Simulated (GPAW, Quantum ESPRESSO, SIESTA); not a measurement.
## Codes compared on C(111) slab, H on both faces (192 atoms)

How near do other programs and methods come to a plane-wave reference for C(111) slab, H on both faces (192 atoms)? A plane-wave run serves as the reference.

Program: Quantum ESPRESSO 7.5. Level of theory: Kohn-Sham DFT, PBE, SSSP efficiency 1.3.0 pseudopotentials, plane waves. Results are calculated unless marked as measured.

**1. The starting structure**

The cell holds 192 atoms: 160 C and 32 H. Cell: a = 10.089 Å, b = 10.089 Å, c = 22.932 Å, α = 90.0°, β = 90.0°, γ = 120.0°. It derives from C (diamond-structure). Diamond-structure C (a = 3.567 Å), (111) slab of 10 atomic planes, 4 x 4 surface cells, H on the broken bonds of both faces, 12 Å of vacuum; displaced by a Gaussian of 0.02 Å. Then every atom was moved at random, 0.02 Å r.m.s. a Cartesian component (hydrogen 0.6 of that). Regions: slab, 160 atoms (160 C); hydrogen, 32 atoms (32 H). Vacuum lies along c.

**2. Reference: Quantum ESPRESSO, plane waves**

Input file pw.in:

```
&control
  calculation = 'scf'
  pseudo_dir = './pseudo'
  outdir = './tmp'
  disk_io = 'none'
  tprnfor = .true.
/
&system
  ibrav = 0
  nat = 192
  ntyp = 2
  ecutwfc = 60
  ecutrho = 480
  nosym = .true.
  occupations = 'smearing'
  smearing = 'fd'
  degauss = 0.003675
/
&electrons
  conv_thr = 9.6e-07
  electron_maxstep = 100
  mixing_beta = 0.4
  mixing_mode = 'local-TF'
  diagonalization = 'david'
/
ATOMIC_SPECIES
C 12.011 C.upf
H 1.008 H.upf
CELL_PARAMETERS angstrom
10.08900 0.00000 0.00000
-5.04450 8.73733 0.00000
0.00000 0.00000 22.93249
ATOMIC_POSITIONS crystal
C 0.33643 0.92102 0.33349
C 0.24956 0.00093 0.30916
C 0.16126 0.82800 0.42120
C 0.33448 0.91800 0.40065
C 0.26133 0.00704 0.51029
C 0.16697 0.83642 0.48843
C 0.33371 0.91761 0.60189
C 0.24484 0.99394 0.57846
C 0.16576 0.83319 0.68889
C 0.32656 0.91595 0.66858
C 0.33233 0.66695 0.33306
C 0.25328 0.75063 0.30789
[... 176 atom lines left out ...]
H 0.00091 0.49701 0.26272
H 0.91956 0.33482 0.73738
H 0.99841 0.24994 0.26308
H 0.91242 0.08030 0.73780
K_POINTS gamma
```

Command:

```bash
OMP_NUM_THREADS=1 mpirun -np 4 pw.x -in pw.in > output.txt
```

The program printed:

```text
Program PWSCF
     gamma-point specific algorithms are used
     one sub-group per band group will be used
     scalapack distributed-memory algorithm (size of sub-group:  2*  2 procs)
     Parallelization info
     sticks:   dense  smooth     PW     G-vecs:    dense   smooth      PW
     Min        3005    1500    375               605639   214095   26784
     Max        3008    1504    378               605642   214104   26798
     Sum       12025    6007   1507              2422563   856395  107165
     bravais-lattice index     =            0
     lattice parameter (alat)  =      19.0654  a.u.
     unit-cell volume          =   13641.8941 (a.u.)^3
     number of atoms/cell      =          192
     number of atomic types    =            2
     number of electrons       =       672.00
[... lines left out ...]
     scf convergence threshold =      9.6E-07
[... lines left out ...]
     number of k points=     1  Fermi-Dirac smearing, width (Ry)=  0.0037
[... lines left out ...]
     total energy              =   -2988.95295466 Ry
[... lines left out ...]
     total energy              =   -2985.84682486 Ry
[... lines left out ...]
     total energy              =   -2986.64042000 Ry
[... lines left out ...]
     c_bands:  2 eigenvalues not converged
[... lines left out ...]
     total energy              =   -2986.45232329 Ry
[... lines left out ...]
     total energy              =   -2986.45231704 Ry
     estimated scf accuracy    <       0.00002815 Ry
     iteration # 20     ecut=    60.00 Ry     beta= 0.40
     negative rho (up, down):  1.132E-03 0.000E+00
     End of self-consistent calculation
          k = 0.0000 0.0000 0.0000 ( 53583 PWs)   bands (ev):
   -16.8368 -16.1396 -15.4555 -15.3514 -15.3354 -15.3134 -15.2435 -15.2340
   -15.0582 -14.7247 -14.6568 -14.6222 -14.5908 -14.5750 -14.5047 -13.6994
   -13.6850 -13.6246 -13.5622 -13.5193 -13.5043 -13.4303 -12.5561 -12.4892
[...]
10.4666  10.4759  10.4961  10.5278  10.5295  10.5534  10.5711  10.5990
    10.6195  10.6257  10.6990  10.7173  10.7268  10.7879  10.8374  10.8935
    10.9271  10.9546  10.9922
     the Fermi energy is     5.6363 ev
!    total energy              =   -2986.45232246 Ry
     estimated scf accuracy    <       0.00000048 Ry
     smearing contrib. (-TS)   =      -0.00000000 Ry
     internal energy E=F+TS    =   -2986.45232246 Ry
     The total energy is F=E-TS. E is the sum of the following terms:
     one-electron contribution =  -35899.45102658 Ry
     hartree contribution      =   18247.36714031 Ry
     xc contribution           =    -772.83293021 Ry
     ewald contribution        =   16424.48869916 Ry
     one-center paw contrib.   =    -986.02420513 Ry
     convergence has been achieved in  20 iterations
     negative rho (up, down):  1.132E-03 0.000E+00
     Forces acting on atoms (cartesian axes, Ry/au):
     atom    1 type  1   force =    -0.03304859   -0.06795112   -0.07991682
     atom    2 type  1   force =     0.00347202   -0.00397819    0.08157725
     atom    3 type  1   force =     0.04022944    0.07276128    0.01338051
[...]
atom  191 type  2   force =     0.00795449   -0.00529226   -0.04475016
     atom  192 type  2   force =     0.00582460    0.00370110    0.10107943
     Total force =     1.267262     Total SCF correction =     0.001615
     Message from routine punch:
     Nothing written, as per user request (disk_io='none')
```

Elapsed: 13 min, on 4 MPI ranks of Arm Neoverse V1, shared host; peak memory 12 GiB.

Banners, paths, timers and routine set-up lines are dropped from the logs unmarked, and long logs keep their key lines alone; longer cuts are marked.

Numbers from this run:

| Quantity | Value |
| --- | --- |
| r.m.s. force component | 1.358 eV/Å |
| longest force | 5.389 eV/Å |
| gap (highest filled to lowest empty level) | 2.528 eV |

**3. Structure statistics**

Normalised to the volume that the atoms fill. g(r), total and by pair (bins of 0.1 Å):

| r (Å) | total | C-C | C-H | H-H |
| --- | --- | --- | --- | --- |
| 0.95 | 0.00 | 0.00 | 0.00 | 0.00 |
| 1.05 | 0.96 | 0.00 | 3.44 | 0.00 |
| 1.15 | 0.38 | 0.00 | 1.37 | 0.00 |
| 1.25 | 0.00 | 0.00 | 0.00 | 0.00 |
| 1.35 | 0.00 | 0.00 | 0.00 | 0.00 |
| 1.45 | 0.91 | 1.31 | 0.00 | 0.00 |
| 1.55 | 5.00 | 7.20 | 0.00 | 0.00 |
| 1.65 | 0.41 | 0.59 | 0.00 | 0.00 |
| 1.75 | 0.00 | 0.00 | 0.00 | 0.00 |
| 1.85 | 0.00 | 0.00 | 0.00 | 0.00 |
| 1.95 | 0.00 | 0.00 | 0.00 | 0.00 |
| 2.05 | 0.06 | 0.00 | 0.21 | 0.00 |
| 2.15 | 0.73 | 0.00 | 2.64 | 0.00 |
| 2.25 | 0.22 | 0.00 | 0.79 | 0.00 |
| 2.35 | 0.03 | 0.04 | 0.00 | 0.00 |
| 2.45 | 2.15 | 2.82 | 0.00 | 7.01 |
| 2.55 | 5.14 | 6.60 | 0.00 | 20.00 |
| 2.65 | 0.26 | 0.23 | 0.37 | 0.00 |
| 2.75 | 1.07 | 0.01 | 3.83 | 0.00 |
| 2.85 | 0.47 | 0.55 | 0.34 | 0.00 |
| 2.95 | 3.56 | 5.13 | 0.00 | 0.00 |
| 3.05 | 0.68 | 0.97 | 0.00 | 0.00 |
| 3.15 | 0.00 | 0.00 | 0.00 | 0.00 |
| 3.25 | 0.09 | 0.00 | 0.32 | 0.00 |
| 3.35 | 0.34 | 0.00 | 1.23 | 0.00 |
| 3.45 | 0.36 | 0.12 | 1.00 | 0.00 |
| 3.55 | 1.20 | 1.56 | 0.41 | 0.00 |
| 3.65 | 0.33 | 0.47 | 0.00 | 0.00 |
| 3.75 | 0.05 | 0.07 | 0.00 | 0.00 |
| 3.85 | 1.71 | 2.43 | 0.08 | 0.00 |
| 3.95 | 1.22 | 1.35 | 1.01 | 0.00 |
| 4.05 | 0.03 | 0.01 | 0.08 | 0.00 |
| 4.15 | 0.40 | 0.00 | 1.44 | 0.00 |
| 4.25 | 0.45 | 0.27 | 0.96 | 0.10 |
| 4.35 | 3.25 | 4.23 | 0.42 | 7.23 |
| 4.45 | 1.13 | 1.24 | 0.80 | 1.64 |
| 4.55 | 0.73 | 0.68 | 0.92 | 0.00 |
| 4.65 | 1.75 | 2.32 | 0.50 | 0.00 |
| 4.75 | 0.21 | 0.19 | 0.26 | 0.00 |
| 4.85 | 0.00 | 0.00 | 0.01 | 0.00 |
| 4.95 | 0.49 | 0.32 | 0.92 | 0.50 |
| 5.05 | 1.46 | 1.66 | 0.49 | 6.09 |
| 5.15 | 0.52 | 0.30 | 1.09 | 0.14 |
| 5.25 | 1.97 | 2.62 | 0.56 | 0.00 |

Bonds by pair of elements; cutoffs follow the first minimum of g(r), held within bounds set by covalent radii, and pairs that aren't listed don't count as bonded:

| pair A-B | cutoff (Å) | bonds | mean length (Å) | spread (Å) | shortest (Å) | B about A | A about B |
| --- | --- | --- | --- | --- | --- | --- | --- |
| C-C | 1.85 | 304 | 1.55 | 0.038 | 1.42 | 3.8 | 3.8 |
| C-H | 1.34 | 32 | 1.09 | 0.035 | 1.02 | 0.2 | 1 |

How many atoms have how many bonded neighbours:

| element | mean | 1 | 4 |
| --- | --- | --- | --- |
| C | 4 | 0 | 160 |
| H | 1 | 32 | 0 |

Rings of the network by King's shortest-path rule, up to 12 atoms, one path for each pair of neighbours; H, halogens, alkali and alkaline-earth atoms are left out, and the last column divides by all other atoms, bonded or not:

| ring size (atoms) | rings | per network atom |
| --- | --- | --- |
| 6 | 268 | 1.68 |

**4. The other programs**

The programs:
- GPAW 26.7.0: PAW with atomic orbitals (LCAO), plane waves or a real-space grid of spacing h.
- Quantum ESPRESSO 7.5: plane waves; labels (QE) give functional, pseudopotential set and cutoffs of waves/density.
- SIESTA 5.4.2: numerical atomic orbitals, whose automatically made sets are far from complete, with PseudoDojo norm-conserving potentials that we converted to its format (checked against plane waves on the same files for H, C, O, Si, Ge and Ca alone); labels give functional, basis size, energy shift and mesh cutoff.

All use the same cell and atoms; the electronic-structure runs use the same k-mesh, and an electronic temperature of 580 K (0.05 eV) where levels are smeared.

Differences are against the plane-wave reference, forces as r.m.s. over components; share is that over the reference's r.m.s. force, slope the least-squares factor from reference forces to these. Total energies of different programs have different zeros and aren't compared.

| run | Δ force, r.m.s. (meV/Å) | share (%) | slope | Δ gap (eV) | cores | CPU time | memory (GiB) |
| --- | --- | --- | --- | --- | --- | --- | --- |
| reference | - | - | - | - | 4 | 51 min | 12 |
| GPAW PBE, LCAO dzp, h 0.2 Å | 146 | 10.8 | 1.062 | 1.73 | 4 | 14 min | 4.4 |
| GPAW PBE, LCAO szp(dzp), h 0.2 Å (coarse) | 567 | 41.7 | 1.164 | 2.50 | 2 | 4.2 min | 1.9 |
| GPAW RPBE, LCAO dzp, h 0.2 Å | 137 | 10.1 | 1.061 | 1.76 | 4 | 14 min | 4.4 |
| QE PBE+D3(BJ), sssp-1.3.0-efficiency, 60/480 Ry | 20.2 | 1.49 | 1.001 | 0 | 4 | 51 min | 12 |
| QE PBE, sg15-1.2, 80/320 Ry | 14.7 | 1.08 | 0.995 | 0.0368 | 1 | 57 min | 4.8 |
| SIESTA PBE, DZ, shift 0.01 Ry, mesh 300 Ry (coarse) | 186 | 13.7 | 1.109 | 2.58 | 2 | 2.5 min | 1.2 |
| SIESTA PBE, DZP, shift 0.01 Ry, mesh 300 Ry | 170 | 12.6 | 1.079 | 1.88 | 4 | 8.8 min | 2.7 |
| SIESTA PBE, SZP, shift 0.01 Ry, mesh 300 Ry (coarse) | 580 | 42.7 | 1.209 | 2.37 | 2 | 5.4 min | 1.7 |
| SIESTA vdW-DF2, PBE potentials, DZP, shift 0.01 Ry, mesh 300 Ry | 181 | 13.4 | 1.063 | 1.87 | 4 | 17 min | 3.5 |

Rows marked coarse were listed beforehand as settings not expected to be converged; some can still land near the reference.

CPU time is summed over cores on a shared host, where runs went side by side, so it is rough. Symmetry, cutoffs, thresholds, outputs and thread counts weren't matched or tuned between programs; memory under MPI is the largest rank's times the ranks.

**5. Results**

| Item | Value |
| --- | --- |
| reference r.m.s. force component | 1.36 eV/Å |
| nearest in forces | QE PBE, sg15-1.2, 80/320 Ry, 1.1 % |
| farthest in forces | SIESTA PBE, SZP, shift 0.01 Ry, mesh 300 Ry (coarse), 43 % |
| cheapest electronic-structure run beside the reference | SIESTA PBE, DZ, shift 0.01 Ry, mesh 300 Ry, 2.5 min of CPU time |

**Reading.** PBE on plane waves or a grid with other potentials, cutoffs or grids, coarse settings apart, differs from the reference by 1.1 % (QE PBE, sg15-1.2, 80/320 Ry) of the r.m.s. force; this holds the reference's own error, so differences of a few per cent don't tell which side is nearer the exact PBE result. The PBE runs in local orbitals, coarse settings apart, differ by 11 % (GPAW PBE, LCAO dzp, h 0.2 Å) to 13 % (SIESTA PBE, DZP, shift 0.01 Ry, mesh 300 Ry); basis, grid and potentials can all enter. In the reference's own program, potentials and cutoffs, a change of model alone moves forces by 1.5 % (QE PBE+D3(BJ), sssp-1.3.0-efficiency, 60/480 Ry). Other rows with another functional or a dispersion term differ by 10 % (GPAW RPBE, LCAO dzp, h 0.2 Å) to 13 % (SIESTA vdW-DF2, PBE potentials, DZP, shift 0.01 Ry, mesh 300 Ry), which mixes the change of model with differences of basis and potentials, some of them made for another functional. Runs with settings chosen to be coarse differ by 14 % (SIESTA PBE, DZ, shift 0.01 Ry, mesh 300 Ry) to 43 % (SIESTA PBE, SZP, shift 0.01 Ry, mesh 300 Ry), their programs' other errors included. Of the electronic-structure runs that take under half the reference's CPU time, GPAW RPBE, LCAO dzp, h 0.2 Å comes nearest, at 10 % in 14 min against 51 min. SIESTA PBE, DZ, shift 0.01 Ry, mesh 300 Ry stiffens the forces by a factor of 1.11 while following their directions (correlation 0.997); the slopes of the 4 SIESTA runs lie between 1.06 and 1.21. At the same functional, gaps differ from the reference's 2.53 eV by between +0.04 and +2.58 eV. A likely cause of the wide gaps: compact atomic orbitals describe empty levels worse than filled ones. These are spacings on the run's k-points, which needn't hold the band edges. In the reference: filled and empty levels are parted by 2.53 eV on the run's k-points; the mesh holds the band edges only if they fold onto it, so the gap at this level can be narrower or closed, and states at the surface or the caps may set it. In the reference: for some of the pairs, g(r) has its first main peak near 1.54 Å (C-C), 1.09 Å (C-H) and 2.52 Å (H-H). The electronic-structure runs sample only Γ, in a cell whose shortest periodic width is 9 Å.

[Also dropped from logs without a mark: logging warnings of Python, and SIESTA's first energy breakdown and zero terms.]

[Logs are printed without paths, hosts, clocks, repeated set-up lines and the standing remarks that a program may print on its own settings, such as how far it seeks lower states.]

[Hosts, paths, dates, database ids (printed as entryN), source tags and the programs' standing remarks are cut or masked in the printed files.]
